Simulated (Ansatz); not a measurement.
# GaP (F-43m): a volume series of phonon spectra, part 3 of 4

Which modes of GaP drive its thermal expansion?

Measurements to reproduce:
- volume expansion coefficient 15.9 1e-6/K, heat capacity C_P per formula unit 44.2 J/mol/K and bulk modulus 88.7 GPa near room temperature (given in “High-Throughput Prediction of Finite-Temperature Properties using the Quasi-Harmonic Approximation”, 2016, arXiv:1603.06924)

Ansatz 0.2.0; DFT LDA, scalar-relativistic, plane waves, PAW.

So far, gap on the k-mesh (eV): step 2 (a first coarse run) 1.49; step 3 (relaxing cell and atoms, k-mesh 8×8×8, smearing width 0.02 eV) 1.43; step 6 (k-mesh 8×8×8, occupations fixed, V/V0 1.015) 1.46.

**9. Phonons, V/V0 0.985**

Phonons at this volume give one point of F(V, T); meshes stay fixed along the series.

File input.yaml:

```yaml
crystal:
  lattice:
    - [0.0, 2.682103863, 2.682103863]
    - [2.682103863, 0.0, 2.682103863]
    - [2.682103863, 2.682103863, 0.0]
  atoms:
    - { symbol: Ga, position: [0.0, 0.0, 0.0] }
    - { symbol: P, position: [0.25, 0.25, 0.25] }
kpoints:
  mp_grid: { grid: [8, 8, 8] }
hamiltonian:
  xc: lda
scf:
  occupations: { method: fixed }
output:
  eigenvalues: true
phonons:
  method: dfpt
  dielectric: true
  rigid_motions: translations
  qmesh: [4, 4, 4]
  temperatures: { t_max: 1000, t_step: 50 }
  qpath:
    path:
      - [[0.0, 0.0, 0.0], [-0.5, -0.5, 0.0], [-0.375, -0.375, 0.25]]
      - [[-0.375, 0.0, 0.375], [0.0, 0.0, 0.0], [0.0, 0.0, 0.5], [-0.5, -0.25, 0.25], [-0.5, -0.5, 0.0]]
    npoints: 10
```

Command:

```sh
$ ansatz run input.yaml --threads 4 --pin off --max-ram 16384MiB --backend cpu --events-out ev --progress --plain --runs-dir out
```

Numbers of over 12 decimals in the logs are rounded to 6 here.

What it wrote:

```text
[...]
Crystal: 2 atoms, lattice volume = 38.588 Å³
Basis set: ecut = 420 eV, 749 PW (Γ), exchange–correlation on 54×54×54 points (8 copies of the dense FFT grid, shifted against one another)
Bands: 13, of which v1, the nominal top of the filled ones, is band 9 counted from 1 (8 counted from 0)
Symmetry: 24 space group operations
k-points: 95 of 512 (irreducible under 4 space group operations, time reversal used)
[...]
optical modes at Γ + LO–TO along q̂ = [0.0000, 1.0000, 0.0000]:
      ω (cm⁻¹)  modes    IR ((D/Å)²/amu)
        371.64      2             8.8069
        401.52      1             4.4035
  optical modes at Γ + LO–TO along q̂ = [0.0000, 0.0000, 1.0000]:
      ω (cm⁻¹)  modes    IR ((D/Å)²/amu)
        371.64      2             8.8069
        401.52      1             4.4035
--- Phonons (arbitrary-q DFPT): 8 irreducible q on the 4×4×4 mesh ---
[...]
interpolated dispersion: 63 rows × 6 modes
[...]
[key lines of the parts left out:]
SCF converged after 7 iterations
Free energy (F): -4433.763022 eV
Fermi energy:    7.460746 eV
```

It took 46 s on 4 threads of Intel Xeon Platinum 8488C (Sapphire Rapids), shared host; peak memory 1 GiB.

LO-TO term included. Phonon branches along the path, in cm⁻¹:

| point | branch 1 | branch 2 | branch 3 | branch 4 | branch 5 | branch 6 |
| --- | --- | --- | --- | --- | --- | --- |
| Γ | 0 | 0 | 0 | 372 | 372 | 402 |
| halfway | 89 | 89 | 170 | 368 | 368 | 394 |
| X | 100 | 100 | 255 | 370 | 370 | 374 |
| halfway | 102 | 114 | 247 | 355 | 370 | 389 |
| U | 104 | 134 | 230 | 343 | 368 | 401 |
| jump to K | 104 | 134 | 230 | 343 | 368 | 401 |
| halfway | 77 | 112 | 168 | 366 | 368 | 392 |
| Γ | 0 | 0 | 0 | 372 | 372 | 402 |
| halfway | 66 | 66 | 164 | 370 | 370 | 392 |
| L | 77 | 77 | 236 | 370 | 370 | 378 |
| halfway | 102 | 126 | 218 | 347 | 369 | 399 |
| W | 124 | 143 | 220 | 335 | 372 | 401 |
| halfway | 112 | 120 | 240 | 347 | 372 | 393 |
| X | 100 | 100 | 255 | 370 | 370 | 374 |

The phonon branches as a text plot (rows in cm⁻¹):

```
    395 |********      ***********************      ***********
    379 |***     ******          **********   ******    *********
    362 |   ********* **************       *****  ******       **
    345 |               *******                      ****   ***
    328 |                                                ***
    311 |
    294 |
    278 |
    261 |            **                                         *
    244 |         ***  **                        *            **
    227 |                ***                   ** ****   *****
    210 |        *          *                 *       ***
    193 |       *            ***             *
    177 |      *                *
    160 |                                   *
    143 |    **            **    *         *            ****
    126 |               ***  ***                      ** *****
    109 |   *         *******   * **      *         *****    ***
     93 |      ********      *** *                 ***          *
     76 |  * **                 * ***    *   *******
     59 |   *                    ***       **
     42 | **                        **  * *
     25 | *                          *   *
      8 |*                            ***
         Γ           X  U|K            Γ         L        W     X
```

No mode is imaginary beyond numerical noise at the solved wavevectors. The highest zone-centre mode (no LO–TO term) moved by +1.9 % for a volume change of -1.5 %.

**10. Single point at a scaled cell, V/V0 1.03**

Symmetry fixes every atom, so a single point at the scaled cell gives the energy and pressure of this member.

input.yaml, the sections that differ from step 9:

```yaml
crystal:
  lattice:
    - [0.0, 2.7223414124, 2.7223414124]
    - [2.7223414124, 0.0, 2.7223414124]
    - [2.7223414124, 2.7223414124, 0.0]
  atoms:
    - { symbol: Ga, position: [0.0, 0.0, 0.0] }
    - { symbol: P, position: [0.25, 0.25, 0.25] }
output:
  forces: true
  stress: true
  eigenvalues: true
# kpoints, hamiltonian, scf: as in step 9
# phonons: removed
```

What it wrote:

```text
[...]
Crystal: 2 atoms, lattice volume = 40.351 Å³
Basis set: ecut = 420 eV, 749 PW (Γ)
Bands: 13, of which v1, the nominal top of the filled ones, is band 9 counted from 1 (8 counted from 0)
Symmetry: 24 space group operations
[...]
k-points: 29 of 512 (time reversal used)
[...]
--- Band table (eV; the first three rows and the last of 29) ---
  k-point 0: bands = [... 5 lower, -5.6620, 6.8816, 6.8816, 6.8816, 8.5167, 10.6671, 10.6671, 10.6671]
  k-point 1: bands = [... 5 lower, -5.4589, 5.2034, 6.6462, 6.6462, 9.1785, 11.0207, 11.0207, 11.2256]
  k-point 2: bands = [... 5 lower, -4.8818, 2.9373, 6.2066, 6.2066, 8.8803, 11.5301, 11.5301, 13.0748]
  k-point 28: bands = [... 5 lower, -2.5512, 0.2229, 3.2453, 3.3922, 11.4712, 11.6572, 12.8494, 12.8816]
[key lines of the parts left out:]
SCF converged after 6 iterations
Free energy (F): -4433.756120 eV
Fermi energy:    6.881551 eV
P = ⅓ Tr σ = -2.4985 GPa (-24.985 kbar)
```

Wall time 0.46 s (4 threads); peak memory 0.36 GiB; 1.3 s of CPU time.

The run ends at a pressure of -2.50 GPa.

**11. Lattice dynamics at this volume, V/V0 1.03**

The same q-mesh and k-mesh are kept at every volume, so that much of their error can cancel in the differences.

input.yaml, the sections that differ from step 10:

```yaml
output:
  eigenvalues: true
phonons:
  method: dfpt
  dielectric: true
  rigid_motions: translations
  qmesh: [4, 4, 4]
  temperatures: { t_max: 1000, t_step: 50 }
  qpath:
    path:
      - [[0.0, 0.0, 0.0], [-0.5, -0.5, 0.0], [-0.375, -0.375, 0.25]]
      - [[-0.375, 0.0, 0.375], [0.0, 0.0, 0.0], [0.0, 0.0, 0.5], [-0.5, -0.25, 0.25], [-0.5, -0.5, 0.0]]
    npoints: 10
# crystal, kpoints, hamiltonian, scf: as in step 10
```

What it wrote:

```text
[...]
Crystal: 2 atoms, lattice volume = 40.351 Å³
Basis set: ecut = 420 eV, 749 PW (Γ), exchange–correlation on 54×54×54 points (8 copies of the dense FFT grid, shifted against one another)
Bands: 13, of which v1, the nominal top of the filled ones, is band 9 counted from 1 (8 counted from 0)
Symmetry: 24 space group operations
k-points: 95 of 512 (irreducible under 4 space group operations, time reversal used)
[...]
optical modes at Γ + LO–TO along q̂ = [0.0000, 1.0000, 0.0000]:
      ω (cm⁻¹)  modes    IR ((D/Å)²/amu)
        351.89      2             9.4538
        383.11      1             4.7269
  optical modes at Γ + LO–TO along q̂ = [0.0000, 0.0000, 1.0000]:
      ω (cm⁻¹)  modes    IR ((D/Å)²/amu)
        351.89      2             9.4538
        383.11      1             4.7269
--- Phonons (arbitrary-q DFPT): 8 irreducible q on the 4×4×4 mesh ---
[...]
interpolated dispersion: 63 rows × 6 modes
[...]
[key lines of the parts left out:]
SCF converged after 8 iterations
Free energy (F): -4433.756121 eV
Fermi energy:    6.881579 eV
```

Elapsed: 48 s, on 4 threads; peak memory 1 GiB.

LO-TO term included. The phonon branches at the labelled points (cm⁻¹):

| point | branch 1 | branch 2 | branch 3 | branch 4 | branch 5 | branch 6 |
| --- | --- | --- | --- | --- | --- | --- |
| Γ | 0 | 0 | 0 | 352 | 352 | 383 |
| halfway | 90 | 90 | 161 | 346 | 346 | 375 |
| X | 104 | 104 | 244 | 346 | 346 | 354 |
| halfway | 106 | 116 | 236 | 334 | 346 | 366 |
| U | 108 | 133 | 220 | 323 | 344 | 377 |
| jump to K | 108 | 133 | 220 | 323 | 344 | 377 |
| halfway | 79 | 111 | 160 | 346 | 346 | 372 |
| Γ | 0 | 0 | 0 | 352 | 352 | 383 |
| halfway | 67 | 67 | 156 | 348 | 348 | 373 |
| L | 82 | 82 | 227 | 348 | 348 | 357 |
| halfway | 104 | 125 | 209 | 327 | 346 | 376 |
| W | 123 | 142 | 209 | 316 | 348 | 378 |
| halfway | 114 | 121 | 229 | 327 | 347 | 370 |
| X | 104 | 104 | 244 | 346 | 346 | 354 |

The phonon branches as a text plot (rows in cm⁻¹):

```
    375 |********       **********************      ***********
    359 |**      *******             ****     ******           **
    343 |  **************************    ************************
    327 |              ********                      ****   ***
    311 |                                                ***
    295 |
    279 |
    263 |
    247 |            **                                        **
    231 |         ***  **                       ***          **
    215 |        *       ***                   *   ****  ****
    200 |                   *                 *        **
    184 |       *            ***             *
    168 |      *                *
    152 |                                   *
    136 |    **          ******  *         *           ******
    120 |              **      *                     ** *******
    104 |   *   *************** * **      *         ****      ***
     88 |      *               * *             ******
     72 |  * **                 *****    *  ***
     56 |   *                     ***      *
     40 | **                        **  * *
     24 | *                          *  **
      8 |*                            **
         Γ           X  U|K            Γ         L        W     X
```

No mode is imaginary beyond numerical noise at the solved wavevectors. The highest zone-centre mode (no LO–TO term) moved by -3.6 % for a volume change of +3.0 %.

**12. A cell at another volume, V/V0 0.97**

Symmetry fixes every atom, so a single point at the scaled cell gives the energy and pressure of this member.

The cell differs from the one that the last finished run ended in (a 3.850 → 3.774 Å, b 3.850 → 3.774 Å, c 3.850 → 3.774 Å).

input.yaml, the sections that differ from step 11:

```yaml
crystal:
  lattice:
    - [0.0, 2.6684194215, 2.6684194215]
    - [2.6684194215, 0.0, 2.6684194215]
    - [2.6684194215, 2.6684194215, 0.0]
  atoms:
    - { symbol: Ga, position: [0.0, 0.0, 0.0] }
    - { symbol: P, position: [0.25, 0.25, 0.25] }
output:
  forces: true
  stress: true
  eigenvalues: true
# kpoints, hamiltonian, scf: as in step 11
# phonons: removed
```

What it wrote:

```text
[...]
Crystal: 2 atoms, lattice volume = 38.001 Å³
Basis set: ecut = 420 eV, 725 PW (Γ)
Bands: 13, of which v1, the nominal top of the filled ones, is band 9 counted from 1 (8 counted from 0)
Symmetry: 24 space group operations
[...]
k-points: 29 of 512 (time reversal used)
[...]
--- Band table (eV; the first three rows and the last of 29) ---
  k-point 0: bands = [... 5 lower, -5.3464, 7.6663, 7.6663, 7.6663, 9.8038, 11.4311, 11.4311, 11.4311]
  k-point 1: bands = [... 5 lower, -5.1265, 5.9748, 7.4075, 7.4075, 10.2826, 11.8130, 11.8130, 12.1633]
  k-point 2: bands = [... 5 lower, -4.5020, 3.5823, 6.9315, 6.9315, 9.8718, 12.3417, 12.3417, 14.1756]
  k-point 28: bands = [... 5 lower, -1.9237, 0.7403, 3.7366, 3.8748, 12.2717, 12.6999, 13.6536, 13.8115]
[key lines of the parts left out:]
SCF converged after 6 iterations
Free energy (F): -4433.755109 eV
Fermi energy:    7.666306 eV
P = ⅓ Tr σ = 2.9324 GPa (29.324 kbar)
```

It took 0.47 s on 4 threads; peak memory 0.36 GiB.

The run ends at a pressure of 2.93 GPa.

**13. Phonons, V/V0 0.97**

Phonons at this volume give one point of F(V, T); meshes stay fixed along the series.

input.yaml, the sections that differ from step 12:

```yaml
output:
  eigenvalues: true
phonons:
  method: dfpt
  dielectric: true
  rigid_motions: translations
  qmesh: [4, 4, 4]
  temperatures: { t_max: 1000, t_step: 50 }
  qpath:
    path:
      - [[0.0, 0.0, 0.0], [-0.5, -0.5, 0.0], [-0.375, -0.375, 0.25]]
      - [[-0.375, 0.0, 0.375], [0.0, 0.0, 0.0], [0.0, 0.0, 0.5], [-0.5, -0.25, 0.25], [-0.5, -0.5, 0.0]]
    npoints: 10
# crystal, kpoints, hamiltonian, scf: as in step 12
```

What it wrote:

```text
[...]
Crystal: 2 atoms, lattice volume = 38.001 Å³
Basis set: ecut = 420 eV, 725 PW (Γ), exchange–correlation on 54×54×54 points (8 copies of the dense FFT grid, shifted against one another)
Bands: 13, of which v1, the nominal top of the filled ones, is band 9 counted from 1 (8 counted from 0)
Symmetry: 24 space group operations
k-points: 95 of 512 (irreducible under 4 space group operations, time reversal used)
[...]
optical modes at Γ + LO–TO along q̂ = [0.0000, 1.0000, 0.0000]:
      ω (cm⁻¹)  modes    IR ((D/Å)²/amu)
        378.63      2             8.5937
        407.99      1             4.2969
  optical modes at Γ + LO–TO along q̂ = [0.0000, 0.0000, 1.0000]:
      ω (cm⁻¹)  modes    IR ((D/Å)²/amu)
        378.63      2             8.5937
        407.99      1             4.2969
--- Phonons (arbitrary-q DFPT): 8 irreducible q on the 4×4×4 mesh ---
[...]
interpolated dispersion: 63 rows × 6 modes
[...]
[key lines of the parts left out:]
SCF converged after 7 iterations
Free energy (F): -4433.755110 eV
Fermi energy:    7.666305 eV
```

The job ended after 44 s (4 threads; peak memory 0.96 GiB; 2.8 min of CPU time).

No mode is imaginary beyond numerical noise at the solved wavevectors. The highest zone-centre mode (no LO–TO term) moved by +3.8 % for a volume change of -3.0 %.

**14. A cell at another volume, V/V0 1.05**

Symmetry fixes every atom, so a single point at the scaled cell gives the energy and pressure of this member.

The cell differs from the one that the last finished run ended in (a 3.774 → 3.875 Å, b 3.774 → 3.875 Å, c 3.774 → 3.875 Å).

input.yaml, the sections that differ from step 13:

```yaml
crystal:
  lattice:
    - [0.0, 2.7398489123, 2.7398489123]
    - [2.7398489123, 0.0, 2.7398489123]
    - [2.7398489123, 2.7398489123, 0.0]
  atoms:
    - { symbol: Ga, position: [0.0, 0.0, 0.0] }
    - { symbol: P, position: [0.25, 0.25, 0.25] }
output:
  forces: true
  stress: true
  eigenvalues: true
# kpoints, hamiltonian, scf: as in step 13
# phonons: removed
```

What it wrote:

```text
[...]
Crystal: 2 atoms, lattice volume = 41.135 Å³
Basis set: ecut = 420 eV, 821 PW (Γ)
Bands: 13, of which v1, the nominal top of the filled ones, is band 9 counted from 1 (8 counted from 0)
Symmetry: 24 space group operations
[...]
k-points: 29 of 512 (time reversal used)
[...]
--- Band table (eV; the first three rows and the last of 29) ---
  k-point 0: bands = [... 5 lower, -5.7597, 6.6403, 6.6403, 6.6403, 8.1176, 10.4300, 10.4300, 10.4300]
  k-point 1: bands = [... 5 lower, -5.5616, 4.9627, 6.4123, 6.4123, 8.8320, 10.7750, 10.7751, 10.9430]
  k-point 2: bands = [... 5 lower, -4.9990, 2.7369, 5.9839, 5.9839, 8.5719, 11.2782, 11.2782, 12.7362]
  k-point 28: bands = [... 5 lower, -2.7443, 0.0635, 3.0943, 3.2433, 11.2237, 11.3319, 12.5494, 12.6428]
[key lines of the parts left out:]
SCF converged after 6 iterations
Free energy (F): -4433.740300 eV
Fermi energy:    6.640337 eV
P = ⅓ Tr σ = -3.9468 GPa (-39.468 kbar)
```

Elapsed: 0.44 s, on 4 threads; peak memory 0.36 GiB.

The run ends at a pressure of -3.95 GPa.

**15. Phonons, V/V0 1.05**

The same q-mesh and k-mesh are kept at every volume, so that much of their error can cancel in the differences.

input.yaml, the sections that differ from step 14:

```yaml
output:
  eigenvalues: true
phonons:
  method: dfpt
  dielectric: true
  rigid_motions: translations
  qmesh: [4, 4, 4]
  temperatures: { t_max: 1000, t_step: 50 }
  qpath:
    path:
      - [[0.0, 0.0, 0.0], [-0.5, -0.5, 0.0], [-0.375, -0.375, 0.25]]
      - [[-0.375, 0.0, 0.375], [0.0, 0.0, 0.0], [0.0, 0.0, 0.5], [-0.5, -0.25, 0.25], [-0.5, -0.5, 0.0]]
    npoints: 10
# crystal, kpoints, hamiltonian, scf: as in step 14
```

What it wrote:

```text
[...]
Crystal: 2 atoms, lattice volume = 41.135 Å³
Basis set: ecut = 420 eV, 821 PW (Γ), exchange–correlation on 54×54×54 points (8 copies of the dense FFT grid, shifted against one another)
Bands: 13, of which v1, the nominal top of the filled ones, is band 9 counted from 1 (8 counted from 0)
Symmetry: 24 space group operations
k-points: 95 of 512 (irreducible under 4 space group operations, time reversal used)
[...]
optical modes at Γ + LO–TO along q̂ = [0.0000, 1.0000, 0.0000]:
      ω (cm⁻¹)  modes    IR ((D/Å)²/amu)
        343.64      2             9.7419
        375.35      1             4.8709
  optical modes at Γ + LO–TO along q̂ = [0.0000, 0.0000, 1.0000]:
      ω (cm⁻¹)  modes    IR ((D/Å)²/amu)
        343.64      2             9.7419
        375.35      1             4.8709
--- Phonons (arbitrary-q DFPT): 8 irreducible q on the 4×4×4 mesh ---
[...]
interpolated dispersion: 63 rows × 6 modes
[...]
[key lines of the parts left out:]
SCF converged after 7 iterations
Free energy (F): -4433.740301 eV
Fermi energy:    6.640382 eV
```

The job ended after 47 s (4 threads; peak memory 1 GiB).

LO-TO term included. The phonon branches at the labelled points (cm⁻¹):

| point | branch 1 | branch 2 | branch 3 | branch 4 | branch 5 | branch 6 |
| --- | --- | --- | --- | --- | --- | --- |
| Γ | 0 | 0 | 0 | 344 | 344 | 375 |
| halfway | 90 | 90 | 157 | 337 | 337 | 367 |
| X | 106 | 106 | 239 | 336 | 336 | 346 |
| halfway | 107 | 116 | 232 | 325 | 336 | 357 |
| U | 109 | 132 | 215 | 315 | 334 | 368 |
| jump to K | 109 | 132 | 215 | 315 | 334 | 368 |
| halfway | 79 | 110 | 157 | 337 | 338 | 363 |
| Γ | 0 | 0 | 0 | 344 | 344 | 375 |
| halfway | 68 | 68 | 153 | 340 | 340 | 365 |
| L | 83 | 83 | 223 | 339 | 339 | 348 |
| halfway | 104 | 124 | 204 | 318 | 336 | 366 |
| W | 122 | 142 | 205 | 308 | 338 | 368 |
| halfway | 114 | 122 | 225 | 318 | 337 | 361 |
| X | 106 | 106 | 239 | 336 | 336 | 346 |

The phonon branches as a text plot (rows in cm⁻¹):

```
    368 |********       **********************      **********
    352 |        *******                      ******          ***
    336 |********************************************************
    321 |              ********                     ****     **
    305 |                                               *****
    289 |
    274 |
    258 |
    242 |            **                                        **
    227 |         ***  **                       ***          **
    211 |        *       ***                   *   ****  ****
    196 |                   *                 *        **
    180 |       *            ***             *
    164 |      *                *
    149 |                                   *            **
    133 |    **          ******  *         *           **  ***
    117 |              **      **                    **********
    102 |   *   ***************   **      *        ****        **
     86 |      *               ***            *******
     70 |  * **                  ****    *  **
     55 |   *                     ***      *
     39 | **                        **  ***
     23 | *                          *  *
      8 |*                            **
         Γ           X  U|K            Γ         L        W     X
```

No mode is imaginary beyond numerical noise at the solved wavevectors. The highest zone-centre mode (no LO–TO term) moved by -5.8 % for a volume change of +5.0 %.

(Continued in part 4 of 4.)

[Logs are printed without paths, hosts, clocks, repeated set-up lines and the standing remarks that a program may print on its own settings, such as how far it seeks lower states.]

[Hosts, paths, dates, database ids (printed as entryN), source tags and the programs' standing remarks are cut or masked in the printed files.]

[A step with changed settings may run another functional than the one named; its input shows which.]

[Of the runs on displaced cells, only some may be shown.]
